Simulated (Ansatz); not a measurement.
**What do other settings change for (11,0) carbon nanotube bundle (176 atoms)?**

The cell holds 176 atoms: 176 C. Its edges and angles: a = 11.913 Å, b = 11.913 Å, c = 17.043 Å, α = 90.0°, β = 90.0°, γ = 120.0°. It derives from C (graphene). Graphene sheet (a = 2.46 Å) rolled into a (11,0) tube of diameter 8.61 Å, 4 periods, hexagonal bundle with 3.3 Å between walls; then minimised and run for 3 ps at 600 K (NVT) with a classical potential, last frame taken.

Geometry: as built.

Reference run: Kohn-Sham DFT, PBE+D3(BJ), PAW (set soft_2), plane waves (Ansatz 0.2.0), cutoff 420 eV, Γ point, fermi-dirac smearing of 0.05 eV.

* r.m.s. force component: 1.516 eV/Å
* pressure: 4.774 GPa
* gap (highest filled to lowest empty level): 0.502 eV
* SCF cycles: 11
* time: 24 s on 4 threads of Intel Xeon 6975P-C (Granite Rapids), shared host

Q: Estimate how much each variant changes the results, and its time and memory.
- support functions low
- support functions medium
- support functions medium, spacing 0.411 Å
- support functions medium, spacing 0.343 Å
- basis.ecutwfc = "200 eV" and scf.n_extra_bands = 4

Each row is set against the plane-wave reference (Kohn-Sham DFT, PBE+D3(BJ), PAW (set soft_2), plane waves; r.m.s. force component 1.52 eV/Å). Energies are set beside the reference only for runs with its functional, potentials and electron count. Times are for 4 threads of Intel Xeon 6975P-C (Granite Rapids), shared host. The reference's time includes the DOS, the stress and grids, which some other runs skip.

| run | Δ force, r.m.s. (meV/Å) | share of r.m.s. force (%) | Δ energy (meV/atom) | Δ pressure (GPa) | Δ gap (eV) | cycles | time | host memory (GiB) |
| --- | --- | --- | --- | --- | --- | --- | --- | --- |
| reference | - | - | - | - | - | 11 | 24 s | 3.1 |
| support functions low | 0.955 | 0.063 | -3.63 | - | -1.0e-4 | 13 | 1.7 min | 5.0 |
| support functions medium | 0.932 | 0.0615 | -3.63 | - | -1.0e-4 | 15 | 1.9 min | 5.1 |
| support functions medium, spacing 0.411 Å | 279 | 18.4 | 21.9 | - | 0.0107 | 15 | 56 s | 3.0 |
| support functions medium, spacing 0.343 Å | 35.8 | 2.36 | 5.80 | - | 0.0021 | 15 | 61 s | 3.3 |
| basis.ecutwfc = "200 eV" and scf.n_extra_bands = 4 | 288 | 19.0 | 1766 | 9.62 | 0.0208 | 11 | 7.1 s | 1.3 |

Among numerical settings the force difference runs from 0.93 meV/Å (support functions medium) to 288 meV/Å (basis.ecutwfc = "200 eV" and scf.n_extra_bands = 4). At 176 atoms the fastest of the runs at a preset level, support functions low, takes roughly 4.2 times the time of plane waves (whose run also made extra analyses, so the like-for-like ratio is larger), in 13 SCF cycles against 11. Differences between support functions and plane waves include what basis error the plane-wave run still has. 

[Hosts, paths, dates, database ids (printed as entryN), source tags and the programs' standing remarks are cut or masked in the printed files.]
